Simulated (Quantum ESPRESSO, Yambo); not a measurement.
An input for Quantum ESPRESSO 7.5 (CdF2 (Fm-3m)):

```
&control
  calculation = 'bands'
  prefix = 'x'
  outdir = 'o'
  pseudo_dir = 'pseudo'
/
&system
  ibrav = 0
  nat = 3
  ntyp = 2
  ecutwfc = 94.0
  nbnd = 46
  force_symmorphic = .true.
  noncolin = .true.
  lspinorb = .true.
/
&electrons
  conv_thr = 1e-9
  electron_maxstep = 80
  diago_full_acc = .true.
  diago_thr_init = 5e-6
/
ATOMIC_SPECIES
  Cd 112.41 Cd.upf
  F 18.998 F.upf
CELL_PARAMETERS angstrom
  0.0000000000 2.6940000000 2.6940000000
  2.6940000000 0.0000000000 2.6940000000
  2.6940000000 2.6940000000 -0.0000000000
ATOMIC_POSITIONS crystal
  Cd 0.0000000000 0.0000000000 0.0000000000
  F 0.2500000000 0.2500000000 0.2500000000
  F 0.7500000000 0.7500000000 0.7500000000
K_POINTS crystal
  50
  0.00000000 0.00000000 0.00000000 1
  0.06250000 0.00000000 0.06250000 1
  0.12500000 0.00000000 0.12500000 1
  0.18750000 0.00000000 0.18750000 1
  0.25000000 0.00000000 0.25000000 1
  0.31250000 0.00000000 0.31250000 1
  0.37500000 0.00000000 0.37500000 1
  0.43750000 0.00000000 0.43750000 1
  0.50000000 0.00000000 0.50000000 1
  0.51562500 0.03125000 0.51562500 1
  0.53125000 0.06250000 0.53125000 1
  0.54687500 0.09375000 0.54687500 1
  0.56250000 0.12500000 0.56250000 1
  0.57812500 0.15625000 0.57812500 1
  0.59375000 0.18750000 0.59375000 1
  0.60937500 0.21875000 0.60937500 1
  0.62500000 0.25000000 0.62500000 1
  0.37500000 0.37500000 0.75000000 1
  0.32812500 0.32812500 0.65625000 1
  0.28125000 0.28125000 0.56250000 1
  0.23437500 0.23437500 0.46875000 1
  0.18750000 0.18750000 0.37500000 1
  0.14062500 0.14062500 0.28125000 1
  0.09375000 0.09375000 0.18750000 1
  0.04687500 0.04687500 0.09375000 1
  0.00000000 0.00000000 0.00000000 1
  0.06250000 0.06250000 0.06250000 1
  0.12500000 0.12500000 0.12500000 1
  0.18750000 0.18750000 0.18750000 1
  0.25000000 0.25000000 0.25000000 1
  0.31250000 0.31250000 0.31250000 1
  0.37500000 0.37500000 0.37500000 1
  0.43750000 0.43750000 0.43750000 1
  0.50000000 0.50000000 0.50000000 1
  0.50000000 0.46875000 0.53125000 1
  0.50000000 0.43750000 0.56250000 1
  0.50000000 0.40625000 0.59375000 1
  0.50000000 0.37500000 0.62500000 1
  0.50000000 0.34375000 0.65625000 1
  0.50000000 0.31250000 0.68750000 1
  0.50000000 0.28125000 0.71875000 1
  0.50000000 0.25000000 0.75000000 1
  0.50000000 0.21875000 0.71875000 1
  0.50000000 0.18750000 0.68750000 1
  0.50000000 0.15625000 0.65625000 1
  0.50000000 0.12500000 0.62500000 1
  0.50000000 0.09375000 0.59375000 1
  0.50000000 0.06250000 0.56250000 1
  0.50000000 0.03125000 0.53125000 1
  0.50000000 0.00000000 0.50000000 1
```

```sh
OMP_NUM_THREADS=1 mpirun -n 4 pw.x -nk 4 -in pw.in > pw.out
```

Q: Estimate wall time and host memory on 4 MPI ranks of Intel Xeon Platinum 8259CL at 2.50GHz (Skylake/Cascade Lake), shared host.

It took 41 s; on shared hardware allow 20 s to 81 s. Peak host memory was 0.4 GiB.

[Paths, hosts, dates, memory and timing lines, banners, echoed tables and standing remarks are left out of the program output.]

[Logs are printed without paths, hosts, clocks, repeated set-up lines and the standing remarks that a program may print on its own settings, such as how far it seeks lower states.]

[Runs of the session that timed out or met a known fault of the program may be left out.]

[Hosts, paths, dates, database ids (printed as entryN), source tags and the programs' standing remarks are cut or masked in the printed files.]
